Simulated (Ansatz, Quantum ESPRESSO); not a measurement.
# From contact to tunnelling: vacuum gaps between two Li(110) faces, part 4 of 5

Wanted: T at the Fermi level along a series, and its decay constant, for vacuum gaps between two Li(110) faces.

Quantum ESPRESSO 7.5; plane-wave DFT, PBE, GBRV ultrasoft pseudopotentials; cross-check by Ansatz 0.2.0 with PAW datasets.

So far. Step 6 (The open system, 6 Å): T goes from 0.260 to 0.125, a factor of 2.1. Step 7 (Cross-check with Ansatz, 6 Å): Ansatz finds T = 0.104 against pwcond's 0.125.

## Step 8: Self-consistent run, 7 Å

Level of this step: plane-wave DFT, PBE, GBRV ultrasoft pseudopotentials (Quantum ESPRESSO 7.5).

File j2.scf.in:

```
&control
  prefix = 'j2.scf'
  outdir = './out'
  pseudo_dir = './pseudo'
  calculation = 'scf'
  tprnfor = .true.
/
&system
  ibrav = 0
  nat = 12
  ntyp = 1
  ecutwfc = 40
  ecutrho = 200
  occupations = 'smearing'
  smearing = 'mv'
  degauss = 0.01
/
&electrons
  conv_thr = 1e-07
  mixing_beta = 0.25
  electron_maxstep = 120
  mixing_mode = 'local-TF'
/
ATOMIC_SPECIES
  Li  6.9400  li_pbe_v1.4.uspp.F.UPF
CELL_PARAMETERS angstrom
  3.44000000000000 0.00000000000000 0.00000000000000
  1.72000000000000 2.43244732728172 0.00000000000000
  0.00000000000000 0.00000000000000 33.75692060009896
ATOMIC_POSITIONS crystal
  Li  0.000000000000 0.000000000000 0.000000000000
  Li  0.500000000000 0.000000000000 0.072057737615
  Li  0.000000000000 0.000000000000 0.144115475229
  Li  0.500000000000 0.000000000000 0.216173212844
  Li  0.000000000000 0.000000000000 0.288230950459
  Li  0.500000000000 0.000000000000 0.360288688073
  Li  0.000000000000 0.000000000000 0.567653574312
  Li  0.500000000000 0.000000000000 0.639711311927
  Li  0.000000000000 0.000000000000 0.711769049541
  Li  0.500000000000 0.000000000000 0.783826787156
  Li  0.000000000000 0.000000000000 0.855884524771
  Li  0.500000000000 0.000000000000 0.927942262385
K_POINTS automatic
  8 10 1 0 0 0
```

The run is started by

```sh
$ OMP_NUM_THREADS=1 mpirun -n 2 pw.x -nk 2 -in j2.scf.in > j2.scf.out
```

The log of the run:

```text
[banner, memory and clock lines left out]
Program PWSCF v.7.5 starts
[...]
number of electrons       =        36.00
     number of Kohn-Sham states=           22
     kinetic-energy cutoff     =      40.0000  Ry
     charge density cutoff     =     200.0000  Ry
[...]
number of k points=    39  Marzari-Vanderbilt smearing, width (Ry)=  0.0100
[...]
Dense  grid:    91125 G-vectors     FFT dimensions: (  30,  25, 288)
[...]
Starting wfcs are   60 randomized atomic wfcs
     estimated scf accuracy    <       2.38588440 Ry
     estimated scf accuracy    <       1.61041969 Ry
     estimated scf accuracy    <       0.09012193 Ry
     estimated scf accuracy    <       0.52918798 Ry
     estimated scf accuracy    <       0.63355807 Ry
     estimated scf accuracy    <       0.37009522 Ry
     estimated scf accuracy    <       0.20601097 Ry
     estimated scf accuracy    <       0.19080854 Ry
     estimated scf accuracy    <       0.02843203 Ry
     estimated scf accuracy    <       0.00178649 Ry
     estimated scf accuracy    <       0.00099205 Ry
     estimated scf accuracy    <       0.00459784 Ry
     estimated scf accuracy    <       0.00094002 Ry
     estimated scf accuracy    <       0.00096197 Ry
     estimated scf accuracy    <       0.00011260 Ry
     estimated scf accuracy    <       0.00013584 Ry
     estimated scf accuracy    <       0.00000737 Ry
     estimated scf accuracy    <       0.00005057 Ry
     estimated scf accuracy    <       0.00004674 Ry
     estimated scf accuracy    <       0.00003686 Ry
     estimated scf accuracy    <       0.00014117 Ry
     estimated scf accuracy    <       0.00000762 Ry
     estimated scf accuracy    <       0.00003975 Ry
     estimated scf accuracy    <       0.00003720 Ry
     estimated scf accuracy    <       0.00000290 Ry
     estimated scf accuracy    <       0.00001102 Ry
     estimated scf accuracy    <       0.00000072 Ry
     estimated scf accuracy    <       0.00000038 Ry
[...]
the Fermi energy is     0.5136 ev
!    total energy              =    -173.62577233 Ry
     estimated scf accuracy    <       0.00000001 Ry
     smearing contrib. (-TS)   =      -0.00029071 Ry
     internal energy E=F+TS    =    -173.62548162 Ry
[...]
one-electron contribution =    -226.15678496 Ry
     hartree contribution      =      98.02200332 Ry
     xc contribution           =     -40.47181169 Ry
     ewald contribution        =      -5.01888830 Ry
     convergence has been achieved in  29 iterations
[...]
Total force =     0.007222     Total SCF correction =     0.000156
[...]
```

Wall time 6.9 min (2 MPI ranks of Arm Neoverse N1, shared host); peak memory 0.39 GiB.

Read from the output:

```
free energy  : -2362.2990 eV
Fermi energy : 0.5136 eV
```

## Step 9: The open system, 7 Å

File j2.cond.in:

```
&inputcond
  outdir = './out'
  prefixt = 'j2.scf'
  tran_file = 'j2.cond.dat'
  bdl = 1.4142135610
  bds = 9.8130583140
  ikind = 1
  ewind = 4.0
  epsproj = 1e-05
  nz1 = 7
  energy0 = 0.4
  denergy = -0.4
/
21
  0.00000000 0.00000000 0.01562500
  0.00000000 0.12500000 0.03125000
  0.00000000 0.25000000 0.03125000
  0.00000000 0.37500000 0.03125000
  0.00000000 0.50000000 0.01562500
  0.12500000 0.00000000 0.06250000
  0.12500000 0.25000000 0.06250000
  0.12500000 0.37500000 0.06250000
  0.12500000 0.50000000 0.06250000
  0.25000000 0.00000000 0.06250000
  0.25000000 0.12500000 0.03125000
  0.25000000 0.37500000 0.06250000
  0.25000000 0.50000000 0.06250000
  0.25000000 0.62500000 0.03125000
  0.37500000 0.00000000 0.06250000
  0.37500000 0.12500000 0.06250000
  0.37500000 0.50000000 0.06250000
  0.37500000 0.62500000 0.06250000
  0.50000000 0.00000000 0.03125000
  0.50000000 0.12500000 0.06250000
  0.50000000 0.25000000 0.03125000
3
```

The run is started by

```sh
$ OMP_NUM_THREADS=1 mpirun -n 2 pwcond.x -in j2.cond.in > j2.cond.out
```

The log of the run:

```text
[banner, memory and clock lines left out]
Program PWCOND v.7.5 starts

     ./out/j2.scf.save/

     IMPORTANT: XC functional enforced from input :
     Exchange-correlation= PBE
                           (   1   4   3   4   0   0   0)
     Any further DFT definition will be discarded
     Please, verify this is what you really want

     Reading collected, re-writing distributed wavefunctions

===== INPUT FILE containing all the regions =====

     GEOMETRY:

     lattice parameter (alat)  =       6.5007  a.u.
     the volume                =    1906.1686 (a.u.)^3
[...]
---  E-Ef =   -0.4000000  k =    0.5000000   0.2500000
---  ie =          3  ik =         21
 Nchannels of the left tip =            1
 Right moving states:
   k1(2pi/a)   k2(2pi/a)   E-Ef (eV)
   0.4232554   0.0000097  -0.4000000
 Left moving states:
   k1(2pi/a)   k2(2pi/a)   E-Ef (eV)
  -0.4232554   0.0000097  -0.4000000

 to transmit
 Band j to band i transmissions and reflections:
    j         i     |T_ij|^2    |R_ij|^2

    1 -->     1     0.00049     0.99951
   Total T_j, R_j =    0.00049  0.99951

E-Ef(ev), T(x2 spins) =   -0.4000000   0.0009766
   T_tot     0.40000      0.20128E+00
   T_tot     0.00000      0.80151E-01
   T_tot    -0.40000      0.26578E-01
```

The job ended after 90 s (2 MPI ranks; peak memory 0.12 GiB; 3 min of CPU time).

This step gave:

* transmission at the Fermi level, one spin: 0.04008
* conductance: 0.04008 G₀

Per spin; mean over the k mesh across the current. Transmission, zone mean against energy, zero at the Fermi level:

```csv
energy (eV),"transmission, zone mean"
-0.400,0.0133
0.000,0.0401
0.400,0.101
```

At 0.000 eV; k in fractions of b1, b2. Transmission by k point:

```csv
k1,k2,weight,t,channels
0,0,0.01562,0.7335,1
0,0.125,0.03125,0.1892,1
0,0.25,0.03125,0.01075,1
0,0.375,0.03125,4.66e-4,1
0,0.5,0.01562,0,0
0.125,0,0.0625,0.2562,1
0.125,0.25,0.0625,0.03029,1
0.125,0.375,0.0625,0.001712,1
0.125,0.5,0.0625,9.70e-6,1
0.25,0,0.0625,0.02458,1
0.25,0.125,0.03125,0.06285,1
0.25,0.375,0.0625,0.002994,1
0.25,0.5,0.0625,1.42e-4,1
0.25,0.625,0.03125,0,0
0.375,0,0.0625,0.002114,1
0.375,0.125,0.0625,0.006723,1
0.375,0.5,0.0625,2.05e-4,1
0.375,0.625,0.0625,0,0
0.5,0,0.03125,7.91e-5,2
0.5,0.125,0.0625,6.83e-4,1
0.5,0.25,0.03125,9.56e-4,1
```

T goes from 0.125 to 0.0401, a factor of 3.1.

## Step 10: Cross-check with Ansatz, 7 Å

Level of this step: plane-wave DFT, PBE, Ansatz PAW (Ansatz 0.2.0).

File input.yaml:

```yaml
crystal:
  lattice:
    - [3.44, 0.0, 0.0]
    - [1.72, 2.4324473273, 0.0]
    - [0.0, 0.0, 33.7569206001]
  atoms:
    - { symbol: Li, position: [0.0, 0.0, 0.0] }
    - { symbol: Li, position: [0.5, 0.0, 0.0720577376] }
    - { symbol: Li, position: [0.0, 0.0, 0.1441154752] }
    - { symbol: Li, position: [0.5, 0.0, 0.2161732128] }
    - { symbol: Li, position: [0.0, 0.0, 0.2882309505] }
    - { symbol: Li, position: [0.5, 0.0, 0.3602886881] }
    - { symbol: Li, position: [0.0, 0.0, 0.5676535743] }
    - { symbol: Li, position: [0.5, 0.0, 0.6397113119] }
    - { symbol: Li, position: [0.0, 0.0, 0.7117690495] }
    - { symbol: Li, position: [0.5, 0.0, 0.7838267872] }
    - { symbol: Li, position: [0.0, 0.0, 0.8558845248] }
    - { symbol: Li, position: [0.5, 0.0, 0.9279422624] }
kpoints:
  mp_grid: { grid: [8, 10, 1] }
hamiltonian:
  xc: pbe
scf:
  occupations: { method: fermi_dirac, width: 0.1 }
  convergence: { dr2_threshold: 1.0e-08 }
output:
  transmission: { leads: [[0, 2]], e_range: [-0.4, 0.4], de: 0.4, kmesh: [8, 8] }
  write_potential: true
  write_density: true
  volumetric_format: npy
```

The run is started by

```sh
$ ansatz run input.yaml --threads 2 --pin off --max-ram 4096MiB --backend cpu --events-out ev --progress --plain --runs-dir out
```

The log of the run:

```text
[...]
Crystal: 12 atoms, lattice volume = 282.465 Å³
Basis set: ecut = 420 eV, 5449 PW (Γ)
Bands: 30, of which v1, the nominal top of the filled ones, is band 18 counted from 1 (17 counted from 0)
Symmetry: 4 space group operations
k-points: 42 of 80
[...]
k-point 41: bands = [... 14 lower, 0.5263, 0.5263, 0.5853, 0.5853, 0.6593, 0.6593, 0.7262, 0.7262, ... 8 higher]
--- Transmission ---
  basis      : 69 plane waves across, 42 finite elements along
  points     : 34, standing for a mesh of 8 x 8
[...]
channels       : 9.218750e-1 a spin
[...]
slowest decay  : 0.2529 /Å at (0.0000, 0.5000)
  junction   : crystal 0 to crystal 0, -0.52 to 28.37 Å
    transmission   : 2.976452e-2 a spin
[...]
[key lines of the parts left out:]
SCF converged after 6 iterations
Free energy (F): -2455.837257 eV
Fermi energy:    0.516683 eV
```

Wall time 53 s (2 threads); peak memory 0.63 GiB.

Read from the output:

- free energy: -2455.8373 eV
- energy at zero smearing: -2455.7431 eV
- smearing term TS: 0.1884 eV
- Fermi energy: 0.5167 eV
- transmission at the Fermi level, one spin: 0.02976
- step of the lead's Hamiltonian over a period: 4.9 meV

Per spin; mean over the k mesh across the current. Transmission, zone mean against energy, zero at the Fermi level:

```csv
energy (eV),"transmission, zone mean"
-0.400,0.00959
0.000,0.0298
0.400,0.0816
```

Ansatz finds T = 0.0298 against pwcond's 0.0401.

## Step 11: Self-consistent run, 8 Å

Level of this step: plane-wave DFT, PBE, GBRV ultrasoft pseudopotentials (Quantum ESPRESSO 7.5).

File j3.scf.in:

```
&control
  prefix = 'j3.scf'
  outdir = './out'
  pseudo_dir = './pseudo'
  calculation = 'scf'
  tprnfor = .true.
/
&system
  ibrav = 0
  nat = 12
  ntyp = 1
  ecutwfc = 40
  ecutrho = 200
  occupations = 'smearing'
  smearing = 'mv'
  degauss = 0.01
/
&electrons
  conv_thr = 1e-07
  mixing_beta = 0.25
  electron_maxstep = 120
  mixing_mode = 'local-TF'
/
ATOMIC_SPECIES
  Li  6.9400  li_pbe_v1.4.uspp.F.UPF
CELL_PARAMETERS angstrom
  3.44000000000000 0.00000000000000 0.00000000000000
  1.72000000000000 2.43244732728172 0.00000000000000
  0.00000000000000 0.00000000000000 34.75692060009896
ATOMIC_POSITIONS crystal
  Li  0.000000000000 0.000000000000 0.000000000000
  Li  0.500000000000 0.000000000000 0.069984546539
  Li  0.000000000000 0.000000000000 0.139969093078
  Li  0.500000000000 0.000000000000 0.209953639616
  Li  0.000000000000 0.000000000000 0.279938186155
  Li  0.500000000000 0.000000000000 0.349922732694
  Li  0.000000000000 0.000000000000 0.580092720767
  Li  0.500000000000 0.000000000000 0.650077267306
  Li  0.000000000000 0.000000000000 0.720061813845
  Li  0.500000000000 0.000000000000 0.790046360384
  Li  0.000000000000 0.000000000000 0.860030906922
  Li  0.500000000000 0.000000000000 0.930015453461
K_POINTS automatic
  8 10 1 0 0 0
```

The run is started by

```sh
$ OMP_NUM_THREADS=1 mpirun -n 2 pw.x -nk 2 -in j3.scf.in > j3.scf.out
```

The log of the run:

```text
[banner, memory and clock lines left out]
Program PWSCF v.7.5 starts
[...]
number of electrons       =        36.00
     number of Kohn-Sham states=           22
     kinetic-energy cutoff     =      40.0000  Ry
     charge density cutoff     =     200.0000  Ry
[...]
number of k points=    39  Marzari-Vanderbilt smearing, width (Ry)=  0.0100
[...]
Dense  grid:    93809 G-vectors     FFT dimensions: (  30,  25, 300)
[...]
Starting wfcs are   60 randomized atomic wfcs
     estimated scf accuracy    <       2.38487221 Ry
     estimated scf accuracy    <       1.60999604 Ry
     estimated scf accuracy    <       0.08978172 Ry
     estimated scf accuracy    <       0.49862785 Ry
     estimated scf accuracy    <       0.60194846 Ry
     estimated scf accuracy    <       0.36136718 Ry
     estimated scf accuracy    <       0.19135299 Ry
     estimated scf accuracy    <       0.18725403 Ry
     estimated scf accuracy    <       0.08790844 Ry
     estimated scf accuracy    <       0.00139977 Ry
     estimated scf accuracy    <       0.00407775 Ry
     estimated scf accuracy    <       0.00478401 Ry
     estimated scf accuracy    <       0.00205509 Ry
     estimated scf accuracy    <       0.00122315 Ry
     estimated scf accuracy    <       0.00029207 Ry
     estimated scf accuracy    <       0.00010930 Ry
     estimated scf accuracy    <       0.00018135 Ry
     estimated scf accuracy    <       0.00015199 Ry
     estimated scf accuracy    <       0.00022969 Ry
     estimated scf accuracy    <       0.00015341 Ry
     estimated scf accuracy    <       0.00025315 Ry
     estimated scf accuracy    <       0.00024459 Ry
     estimated scf accuracy    <       0.00017228 Ry
     estimated scf accuracy    <       0.00000151 Ry
     estimated scf accuracy    <       0.00001089 Ry
     estimated scf accuracy    <       0.00012066 Ry
     estimated scf accuracy    <       0.00000354 Ry
     estimated scf accuracy    <       0.00000018 Ry
     estimated scf accuracy    <       0.00000052 Ry
[...]
the Fermi energy is     0.4081 ev
!    total energy              =    -173.62593070 Ry
     estimated scf accuracy    <       0.00000003 Ry
     smearing contrib. (-TS)   =      -0.00026232 Ry
     internal energy E=F+TS    =    -173.62566837 Ry
[...]
one-electron contribution =    -273.74997260 Ry
     hartree contribution      =     121.68053579 Ry
     xc contribution           =     -40.47166460 Ry
     ewald contribution        =      18.91543304 Ry
     convergence has been achieved in  30 iterations
[...]
Total force =     0.007143     Total SCF correction =     0.000257
[...]
```

Elapsed: 7.4 min, on 2 MPI ranks; peak memory 0.41 GiB; 15 min of CPU time.

Read from the output:

- free energy: -2362.3011 eV
- Fermi energy: 0.4081 eV

## Step 12: Transmission with pwcond.x, 8 Å

j3.cond.in is the input of step 9 with these lines changed:

```diff
@@ -2,6 +2,6 @@
   outdir = './out'
-  prefixt = 'j2.scf'
-  tran_file = 'j2.cond.dat'
+  prefixt = 'j3.scf'
+  tran_file = 'j3.cond.dat'
   bdl = 1.4142135610
-  bds = 9.8130583140
+  bds = 10.1037559884
   ikind = 1
```

The run is started by

```sh
$ OMP_NUM_THREADS=1 mpirun -n 2 pwcond.x -in j3.cond.in > j3.cond.out
```

The log of the run:

```text
[banner, memory and clock lines left out]
Program PWCOND v.7.5 starts

     ./out/j3.scf.save/

     IMPORTANT: XC functional enforced from input :
     Exchange-correlation= PBE
                           (   1   4   3   4   0   0   0)
     Any further DFT definition will be discarded
     Please, verify this is what you really want

     Reading collected, re-writing distributed wavefunctions

===== INPUT FILE containing all the regions =====

     GEOMETRY:

     lattice parameter (alat)  =       6.5007  a.u.
     the volume                =    1962.6361 (a.u.)^3
[...]
---  E-Ef =   -0.4000000  k =    0.5000000   0.2500000
---  ie =          3  ik =         21
 Nchannels of the left tip =            1
 Right moving states:
   k1(2pi/a)   k2(2pi/a)   E-Ef (eV)
   0.4232655   0.0000095  -0.4000000
 Left moving states:
   k1(2pi/a)   k2(2pi/a)   E-Ef (eV)
  -0.4232656   0.0000095  -0.4000000

 to transmit
 Band j to band i transmissions and reflections:
    j         i     |T_ij|^2    |R_ij|^2

    1 -->     1     0.00004     0.99996
   Total T_j, R_j =    0.00004  0.99996

E-Ef(ev), T(x2 spins) =   -0.4000000   0.0000889
   T_tot     0.40000      0.89171E-01
   T_tot     0.00000      0.20559E-01
   T_tot    -0.40000      0.49984E-02
```

Elapsed: 92 s, on 2 MPI ranks; peak memory 0.12 GiB.

This step gave:

* transmission at the Fermi level, one spin: 0.01028
* conductance: 0.01028 G₀

Per spin; mean over the k mesh across the current. The transmission, zone mean by energy, zero at the Fermi level:

```csv
energy (eV),"transmission, zone mean"
-0.400,0.00250
0.000,0.0103
0.400,0.0446
```

T goes from 0.0401 to 0.0103, a factor of 3.9.

## Step 13: The same in Ansatz, 8 Å

Level of this step: plane-wave DFT, PBE, Ansatz PAW (Ansatz 0.2.0).

File input.yaml:

```yaml
crystal:
  lattice:
    - [3.44, 0.0, 0.0]
    - [1.72, 2.4324473273, 0.0]
    - [0.0, 0.0, 34.7569206001]
  atoms:
    - { symbol: Li, position: [0.0, 0.0, 0.0] }
    - { symbol: Li, position: [0.5, 0.0, 0.0699845465] }
    - { symbol: Li, position: [0.0, 0.0, 0.1399690931] }
    - { symbol: Li, position: [0.5, 0.0, 0.2099536396] }
    - { symbol: Li, position: [0.0, 0.0, 0.2799381862] }
    - { symbol: Li, position: [0.5, 0.0, 0.3499227327] }
    - { symbol: Li, position: [0.0, 0.0, 0.5800927208] }
    - { symbol: Li, position: [0.5, 0.0, 0.6500772673] }
    - { symbol: Li, position: [0.0, 0.0, 0.7200618138] }
    - { symbol: Li, position: [0.5, 0.0, 0.7900463604] }
    - { symbol: Li, position: [0.0, 0.0, 0.8600309069] }
    - { symbol: Li, position: [0.5, 0.0, 0.9300154535] }
kpoints:
  mp_grid: { grid: [8, 10, 1] }
hamiltonian:
  xc: pbe
scf:
  occupations: { method: fermi_dirac, width: 0.1 }
  convergence: { dr2_threshold: 1.0e-08 }
output:
  transmission: { leads: [[0, 2]], e_range: [-0.4, 0.4], de: 0.4, kmesh: [8, 8] }
  write_potential: true
  write_density: true
  volumetric_format: npy
  elf: true
```

The run is started by

```sh
$ ansatz run input.yaml --threads 2 --pin off --max-ram 4096MiB --backend cpu --events-out ev --progress --plain --runs-dir out
```

The log of the run:

```text
[...]
Crystal: 12 atoms, lattice volume = 290.833 Å³
Basis set: ecut = 420 eV, 5609 PW (Γ)
Bands: 30, of which v1, the nominal top of the filled ones, is band 18 counted from 1 (17 counted from 0)
Symmetry: 4 space group operations
k-points: 42 of 80
[...]
k-point 41: bands = [... 14 lower, 0.4208, 0.4208, 0.4798, 0.4798, 0.5539, 0.5539, 0.6213, 0.6213, ... 8 higher]
--- Transmission ---
  basis      : 69 plane waves across, 43 finite elements along
  points     : 34, standing for a mesh of 8 x 8
[...]
channels       : 9.218750e-1 a spin
[...]
slowest decay  : 0.2531 /Å at (0.0000, 0.5000)
  junction   : crystal 0 to crystal 0, -0.52 to 29.37 Å
    transmission   : 6.620167e-3 a spin
[...]
[key lines of the parts left out:]
SCF converged after 6 iterations
Free energy (F): -2455.833454 eV
Fermi energy:    0.411653 eV
```

The job ended after 55 s (2 threads; peak memory 0.64 GiB).

Read from the output:

```
free energy                                  : -2455.8335 eV
energy at zero smearing                      : -2455.7389 eV
smearing term TS                             : 0.1892 eV
Fermi energy                                 : 0.4117 eV
transmission at the Fermi level, one spin    : 0.006620
step of the lead's Hamiltonian over a period : 4.5 meV
```

Per spin; mean over the k mesh across the current. The transmission, zone mean by energy, zero at the Fermi level:

```csv
energy (eV),"transmission, zone mean"
-0.400,0.00167
0.000,0.00662
0.400,0.0262
```

Ansatz finds T = 0.00662 against pwcond's 0.0103.

[end of part 4 of 5]

[Long decimals in the printed logs are rounded to 6 places.]

[Repeated lines of the later SCF iterations (solver, time, negative density, dipole) and banner, clock, host and MPI lines are left out of these logs without a mark at each place.]

[Logs are printed without paths, hosts, clocks, repeated set-up lines and the standing remarks that a program may print on its own settings, such as how far it seeks lower states.]

[Hosts, paths, dates, database ids (printed as entryN), source tags and the programs' standing remarks are cut or masked in the printed files.]

[Maps of the electrostatic potential energy from Ansatz leave out the sawtooth potential of an applied field or a dipole correction, so their vacuum need not be flat; planar profiles and work functions include it.]
